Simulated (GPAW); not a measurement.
## Near-edge structure at the As K edge of zinc-blende (GaAs)₁₋ₓ(InAs)ₓ at x = 0

Aim: the As K edge in zinc-blende (GaAs)₁₋ₓ(InAs)ₓ at x = 0, one member of a composition series.

Calculated with GPAW 26.7.0; X-ray absorption from dipole matrix elements to empty bands, plane-wave PAW LDA.

Report form: the programs' logs are mostly left out.

## Step 1: Starting point

Symmetry: F-43m, No. 216, cubic system. Conventional cell: a = 5.653 Å, b = 5.653 Å, c = 5.653 Å, α = 90.00°, β = 90.00°, γ = 90.00°. Ga has 4 As at 2.45 Å nearest. Nearest to As lie 4 Ga at 2.45 Å. 16-atom zinc-blende cell, 0 of 8 Ga sites taken by In at random, lattice constants typed for the ends and interpolated (Vegard). Farther neighbours are not listed.

Coordinates:

```xyz
16
Lattice="0.0000 5.6530 5.6530 5.6530 0.0000 5.6530 5.6530 5.6530 0.0000" Properties=species:S:1:pos:R:3 pbc="T T T"
Ga    0.0000    0.0000    0.0000
As    1.4132    1.4132    1.4132
Ga    2.8265    2.8265    0.0000
As    4.2397    4.2397    1.4132
Ga    2.8265    0.0000    2.8265
As    4.2397    1.4132    4.2397
Ga    5.6530    8.4795    8.4795
As    7.0662    4.2397    4.2397
Ga    0.0000    2.8265    2.8265
As    1.4132    4.2397    4.2397
Ga    8.4795    5.6530    8.4795
As    4.2397    7.0662    4.2397
Ga    2.8265    2.8265    5.6530
As    4.2397    4.2397    7.0662
Ga    5.6530    5.6530    5.6530
As    7.0662    7.0662    7.0662
```

## Step 2: The field without a hole

The ground state comes first: it tells whether the system has a gap, which decides how the excited electron is treated.

File scf.py:

```python
import numpy as np
from ase import Atoms
from ase.parallel import parprint, paropen
from gpaw import GPAW, PW, FermiDirac, Mixer, MixerDif, setup_paths
from gpaw.test import gen
setup_paths.insert(0, '.')
gen('As', name='nch1s', xcname='LDA', corehole=(1, 0, 0), write_xml=True)
from gpaw.mpi import world
world.barrier()

atoms = Atoms('GaAsGaAsGaAsGaAsGaAsGaAsGaAsGaAs',
    cell=[[0, 5.653, 5.653],
     [5.653, 0, 5.653],
     [5.653, 5.653, 0]],
    scaled_positions=[[0, 0, 0],
     [0.125, 0.125, 0.125],
     [0, 0, 0.5],
     [0.125, 0.125, 0.625],
     [0, 0.5, 0],
     [0.125, 0.625, 0.125],
     [1, 0.5, 0.5],
     [0.125, 0.625, 0.625],
     [0.5, 0, 0],
     [0.625, 0.125, 0.125],
     [0.5, 1, 0.5],
     [0.625, 0.125, 0.625],
     [0.5, 0.5, 0],
     [0.625, 0.625, 0.125],
     [0.5, 0.5, 0.5],
     [0.625, 0.625, 0.625]],
    pbc=True)
atoms.calc = calc = GPAW(legacy_gpaw=True, mode=PW(400, force_complex_dtype=True), xc='LDA', setups={1: 'nch1s'},
    kpts={'size': (4, 4, 4), 'gamma': True}, occupations=FermiDirac(0.05),
    charge=0, mixer=Mixer(0.1, 5, 50), maxiter=150,
    convergence={'density': 0.0001, 'eigenstates': 1e-6}, txt='scf.txt')
energy = atoms.get_potential_energy() + calc.get_reference_energy()
ef = calc.get_fermi_level()
out = dict(energy=energy, fermi=ef, forces=atoms.get_forces().tolist())
parprint(f'all-electron energy {energy:.4f} eV, Fermi level {ef:.4f} eV')
ev = np.array([[calc.get_eigenvalues(k, s) for k in range(len(calc.get_ibz_k_points()))] for s in range(calc.get_number_of_spins())])
out['homo'], out['lumo'], out['counts'] = ev[ev < ef].max(), ev[ev > ef].min(), sorted(set((ev < ef).sum((0, 2)).tolist()))
out['filled'] = (ev[:, 0] < ef).sum(1).tolist()
import json
with paropen('out.json', 'w') as f:
    json.dump(out, f)
```

Launch:

```bash
> OMP_NUM_THREADS=1 mpirun -n 4 gpaw python scf.py
```

Elapsed: 18 s, on 4 MPI ranks of Intel Xeon 6975P-C (Granite Rapids), shared host; peak memory 0.31 GiB.

The mesh shows a gap of 0.37 eV. The excited electron is kept all the same, so that all members of the series, with or without a gap, are treated alike.

## Step 3: Reference energy of the cell

The photon energy needs a difference of total energies, so the cell and mesh of the coming hole run are first run without a hole.

Edit scf.py of step 2 so:

```diff
@@ -20,3 +20,3 @@
      [0.125, 0.625, 0.125],
-     [1, 0.5, 0.5],
+     [0, 0.5, 0.5],
      [0.125, 0.625, 0.625],
@@ -24,3 +24,3 @@
      [0.625, 0.125, 0.125],
-     [0.5, 1, 0.5],
+     [0.5, 0, 0.5],
      [0.625, 0.125, 0.625],
@@ -32,3 +32,3 @@
 atoms.calc = calc = GPAW(legacy_gpaw=True, mode=PW(400, force_complex_dtype=True), xc='LDA', setups={1: 'nch1s'},
-    kpts={'size': (4, 4, 4), 'gamma': True}, occupations=FermiDirac(0.05),
+    kpts={'size': (3, 3, 3), 'gamma': True}, occupations=FermiDirac(0.02),
     charge=0, mixer=Mixer(0.1, 5, 50), maxiter=150,
```

Run time: 9.8 s. Hardware: 4 MPI ranks; peak memory 0.26 GiB.

Reference energy: -913900.404 eV with the cores included.

## Step 4: Spectrum with XCH, As atom 2

The holes are 8.0 Å apart. In GPAW the data set carries the hole's charge, so charge=0 means a charged cell and charge=-1 a neutral one. The excited electron is kept in the cell, where it fills the lowest empty states and screens the hole. After the field has converged, empty bands are computed with the density fixed and the dipole matrix elements are summed.

The absorber has 4 Ga at 2.45 Å (tetrahedral).

File xas.py:

```python
import numpy as np
from ase import Atoms
from ase.parallel import parprint, paropen
from gpaw import GPAW, PW, FermiDirac, Mixer, MixerDif, setup_paths
from gpaw.test import gen
setup_paths.insert(0, '.')
gen('As', name='fch1s', xcname='LDA', corehole=(1, 0, 1), write_xml=True)
from gpaw.mpi import world
world.barrier()

atoms = Atoms('GaAsGaAsGaAsGaAsGaAsGaAsGaAsGaAs',
    cell=[[0, 5.653, 5.653],
     [5.653, 0, 5.653],
     [5.653, 5.653, 0]],
    scaled_positions=[[0, 0, 0],
     [0.125, 0.125, 0.125],
     [0, 0, 0.5],
     [0.125, 0.125, 0.625],
     [0, 0.5, 0],
     [0.125, 0.625, 0.125],
     [0, 0.5, 0.5],
     [0.125, 0.625, 0.625],
     [0.5, 0, 0],
     [0.625, 0.125, 0.125],
     [0.5, 0, 0.5],
     [0.625, 0.125, 0.625],
     [0.5, 0.5, 0],
     [0.625, 0.625, 0.125],
     [0.5, 0.5, 0.5],
     [0.625, 0.625, 0.625]],
    pbc=True)
atoms.calc = calc = GPAW(legacy_gpaw=True, mode=PW(400, force_complex_dtype=True), xc='LDA', setups={1: 'fch1s'},
    kpts={'size': (3, 3, 3), 'gamma': True}, occupations=FermiDirac(0.04),
    charge=-1, mixer=Mixer(0.1, 5, 50), maxiter=150,
    convergence={'density': 0.0001, 'eigenstates': 1e-6}, txt='scf.txt')
energy = atoms.get_potential_energy() + calc.get_reference_energy()
ef = calc.get_fermi_level()
out = dict(energy=energy, fermi=ef, forces=atoms.get_forces().tolist())
parprint(f'all-electron energy {energy:.4f} eV, Fermi level {ef:.4f} eV')
ev = np.array([[calc.get_eigenvalues(k, s) for k in range(len(calc.get_ibz_k_points()))] for s in range(calc.get_number_of_spins())])
out['homo'], out['lumo'], out['counts'] = ev[ev < ef].max(), ev[ev > ef].min(), sorted(set((ev < ef).sum((0, 2)).tolist()))
out['filled'] = (ev[:, 0] < ef).sum(1).tolist()

from ase.units import Ha
from gpaw.xas import dipole_matrix_elements
nb = int(calc.get_number_of_electrons() / 2) + 185
top, nb = nb, nb + 8 + nb // 12
nscf = calc.fixed_density(kpts={'size': (4, 4, 4), 'gamma': True}, nbands=nb,
    convergence={'bands': top, 'eigenstates': 5e-3}, maxiter=60, txt='nscf.txt')
cell = atoms.cell.array
ops = [cell.T @ U.T @ np.linalg.inv(cell.T) for U in nscf.wfs.kd.symmetry.op_scc]
filled = [32]  # bands filled in the ground state, by spin
E = np.arange(-6, 30, 0.1)
fwhm = np.interp(E, [4, 25], [2.14, 3.5])
Y, X, zero, highest = 0, 0, 1e9, 1e9
for spin in range(nscf.get_number_of_spins()):
    wfs = nscf.wfs
    mine = wfs.bd.get_slice()  # this rank's bands
    A = dipole_matrix_elements(wfs.setups[1])
    eps = np.zeros((wfs.kd.nibzkpts, nb))
    d = np.zeros((3, A.shape[1], wfs.kd.nibzkpts, nb), complex)
    for kpt in wfs.kpt_u:
        if kpt.s == spin and 1 in kpt.P_ani:
            eps[kpt.k, mine] = kpt.eps_n * Ha
            d[:, :, kpt.k, mine] = (kpt.weight * wfs.nspins / 2) ** 0.5 * np.inner(A, kpt.P_ani[1])
    world.sum(eps)
    world.sum(d)
    T = np.einsum('amkn,bmkn->abkn', d, d.conj()).real
    T = sum(np.einsum('ai,ijkn,bj->abkn', R, T, R) for R in ops) / len(ops)
    empty = np.ones_like(eps, bool) & (np.arange(nb) >= filled[spin])
    zero, highest = min(zero, eps[empty].min()), min(highest, eps[:, top - 1].min())
    lines = [(eps, T, empty)] if spin == 0 else lines + [(eps, T, empty)]
for eps, T, empty in lines:
    f = np.einsum('aakn->akn', T).reshape(3, -1)
    x = eps.ravel() - zero
    w = np.interp(x, E, fwhm) / 2.35482
    g = np.exp(-0.5 * ((E[:, None] - x) / w) ** 2) / (w * (2 * np.pi) ** 0.5)
    Y = Y + (f * empty.ravel()) @ g.T
    X = X + (f * ~empty.ravel()) @ g.T
out.update(E=E.round(2).tolist(), xas=Y.tolist(), xes=X.tolist(), zero=zero, valid=highest - zero, nk=len(eps), nb=nb)
for i in range(0, len(E), 10):
    parprint(f'{E[i]:7.2f}', *(f'{v:10.3e}' for v in Y[:, i]))
import json
with paropen('out.json', 'w') as f:
    json.dump(out, f)
```

Launch:

```bash
> OMP_NUM_THREADS=1 mpirun -n 4 gpaw python xas.py
```

Elapsed: 69 s, on 4 MPI ranks; peak memory 0.49 GiB.

The As K spectrum, As atom 2, excited-electron core hole (neutral cell) (energy from the bottom of the conduction band, which holds the excited electron; intensity scaled to a mean of 1 over the first 20 eV):

```csv
E (eV),intensity
-2.00,0.00
-1.25,0.01
-0.50,0.07
0.25,0.28
1.00,0.69
1.75,1.10
2.50,1.23
3.25,1.26
4.00,1.42
4.75,1.53
5.50,1.39
6.25,1.26
7.00,1.29
7.75,1.31
8.50,1.24
9.25,1.14
10.00,1.01
10.75,0.87
11.50,0.80
12.25,0.80
13.00,0.83
13.75,0.82
14.50,0.78
15.25,0.73
16.00,0.71
16.75,0.75
17.50,0.83
18.25,0.89
19.00,0.90
19.75,0.87
20.50,0.86
21.25,0.88
22.00,0.89
22.75,0.87
23.50,0.87
24.25,0.92
25.00,0.99
25.75,1.04
26.50,1.00
27.25,0.88
```

Main maxima below 27 eV (height): 4.6 eV (1.53), 7.6 eV (1.31), 13.2 eV (0.83), 18.6 eV (0.90) and 25.8 eV (1.04). A K edge sees empty p states on the absorber.

The energy difference (zero at 11881 eV) isn't read as a photon energy: for so heavy an absorber the terms left out (the hole's spin, the functional's error) amount to tens of eV or more.

## Step 5: Cell without a hole, the energy reference

The absorbing element, whose data set is made anew, changes for the next run, so it gets a reference energy of its own.

Edit scf.py of step 3 so:

```diff
@@ -6,3 +6,3 @@
 setup_paths.insert(0, '.')
-gen('As', name='nch1s', xcname='LDA', corehole=(1, 0, 0), write_xml=True)
+gen('Ga', name='nch1s', xcname='LDA', corehole=(1, 0, 0), write_xml=True)
 from gpaw.mpi import world
@@ -31,3 +31,3 @@
     pbc=True)
-atoms.calc = calc = GPAW(legacy_gpaw=True, mode=PW(400, force_complex_dtype=True), xc='LDA', setups={1: 'nch1s'},
+atoms.calc = calc = GPAW(legacy_gpaw=True, mode=PW(400, force_complex_dtype=True), xc='LDA', setups={0: 'nch1s'},
     kpts={'size': (3, 3, 3), 'gamma': True}, occupations=FermiDirac(0.02),
```

Launch:

```bash
> OMP_NUM_THREADS=1 mpirun -n 4 gpaw python scf.py
```

The job ended after 9.1 s (4 MPI ranks; peak memory 0.3 GiB; 35 s of CPU time).

Reference energy: -913900.404 eV with the cores included.

## Step 6: Spectrum with XCH, Ga atom 1

The holes are 8.0 Å apart. The excited electron is kept in the cell, where it fills the lowest empty states and screens the hole. After the field has converged, empty bands are computed with the density fixed and the dipole matrix elements are summed.

The absorber has 4 As at 2.45 Å (tetrahedral).

Edit xas.py of step 4 so:

```diff
@@ -6,3 +6,3 @@
 setup_paths.insert(0, '.')
-gen('As', name='fch1s', xcname='LDA', corehole=(1, 0, 1), write_xml=True)
+gen('Ga', name='fch1s', xcname='LDA', corehole=(1, 0, 1), write_xml=True)
 from gpaw.mpi import world
@@ -31,3 +31,3 @@
     pbc=True)
-atoms.calc = calc = GPAW(legacy_gpaw=True, mode=PW(400, force_complex_dtype=True), xc='LDA', setups={1: 'fch1s'},
+atoms.calc = calc = GPAW(legacy_gpaw=True, mode=PW(400, force_complex_dtype=True), xc='LDA', setups={0: 'fch1s'},
     kpts={'size': (3, 3, 3), 'gamma': True}, occupations=FermiDirac(0.04),
@@ -53,3 +53,3 @@
 E = np.arange(-6, 30, 0.1)
-fwhm = np.interp(E, [4, 25], [2.14, 3.5])
+fwhm = np.interp(E, [4, 25], [1.82, 3.5])
 Y, X, zero, highest = 0, 0, 1e9, 1e9
@@ -58,3 +58,3 @@
     mine = wfs.bd.get_slice()  # this rank's bands
-    A = dipole_matrix_elements(wfs.setups[1])
+    A = dipole_matrix_elements(wfs.setups[0])
     eps = np.zeros((wfs.kd.nibzkpts, nb))
@@ -62,5 +62,5 @@
     for kpt in wfs.kpt_u:
-        if kpt.s == spin and 1 in kpt.P_ani:
+        if kpt.s == spin and 0 in kpt.P_ani:
             eps[kpt.k, mine] = kpt.eps_n * Ha
-            d[:, :, kpt.k, mine] = (kpt.weight * wfs.nspins / 2) ** 0.5 * np.inner(A, kpt.P_ani[1])
+            d[:, :, kpt.k, mine] = (kpt.weight * wfs.nspins / 2) ** 0.5 * np.inner(A, kpt.P_ani[0])
     world.sum(eps)
```

Launch:

```bash
> OMP_NUM_THREADS=1 mpirun -n 4 gpaw python xas.py
```

The job ended after 40 s (4 MPI ranks; peak memory 0.47 GiB; 2.7 min of CPU time).

The Ga K spectrum, Ga atom 1, excited-electron core hole (neutral cell) (energy from the bottom of the conduction band, which holds the excited electron; intensity scaled to a mean of 1 over the first 20 eV):

```csv
E (eV),intensity
-2.0,0.00
-1.5,0.00
-1.0,0.01
-0.5,0.04
0.0,0.12
0.5,0.27
1.0,0.49
1.5,0.76
2.0,1.00
2.5,1.21
3.0,1.40
3.5,1.62
4.0,1.82
4.5,1.84
5.0,1.66
5.5,1.40
6.0,1.18
6.5,1.07
7.0,1.04
7.5,1.01
8.0,0.97
8.5,0.91
9.0,0.89
9.5,0.91
10.0,0.96
10.5,1.05
11.0,1.15
11.5,1.24
12.0,1.28
12.5,1.24
13.0,1.14
13.5,1.01
14.0,0.88
14.5,0.78
15.0,0.70
15.5,0.65
16.0,0.63
16.5,0.64
17.0,0.68
17.5,0.73
18.0,0.77
18.5,0.79
19.0,0.79
19.5,0.77
20.0,0.75
20.5,0.73
21.0,0.73
21.5,0.73
22.0,0.73
22.5,0.73
23.0,0.72
23.5,0.71
24.0,0.70
24.5,0.70
25.0,0.70
25.5,0.71
26.0,0.72
26.5,0.73
27.0,0.75
27.5,0.77
```

Main maxima below 27 eV (height): 4.2 eV (1.86), 12.0 eV (1.28) and 18.6 eV (0.79). 

The energy difference (zero at 10381 eV) isn't read as a photon energy: for so heavy an absorber the terms left out (the hole's spin, the functional's error) amount to tens of eV or more.

## Step 7: What came out

| Quantity | Value |
| --- | --- |
| absorber and edge | As K, atom 2 of the ground-state input (counted from 1) |
| surroundings | 4 Ga at 2.45 Å (tetrahedral) |
| highest intensity below 24 eV | 4.6 eV above the zero, height 1.53 |

**Reading.** The As K edge of atom 2, with 4 Ga at 2.45 Å (tetrahedral), has its highest intensity of the first 24 eV at 4.6 eV above the zero, 1.5 times the mean level of the first 20 eV (Gaussian full width 2.14 eV up to 4 eV, rising linearly to 3.5 eV at 25 eV). The script folds with a Gaussian, whereas the core hole's own line is a Lorentzian, so the onset is too steep and the first peak too high. Lifetime broadening is put in by hand, and intensities beyond about 20 eV depend on it and on the partial waves.

[Logs are printed without paths, hosts, clocks, repeated set-up lines and the standing remarks that a program may print on its own settings, such as how far it seeks lower states.]

[Hosts, paths, dates, database ids (printed as entryN), source tags and the programs' standing remarks are cut or masked in the printed files.]

[Lists of maxima count a maximum above −3 eV only where it reaches 4 % of the highest in the window and stands out from its surroundings by 2 % of it (1.5 % where it reaches 55 %); shoulders and weaker maxima are passed over, and of the rest the first, up to two pre-edge ones and the few strongest are named.]
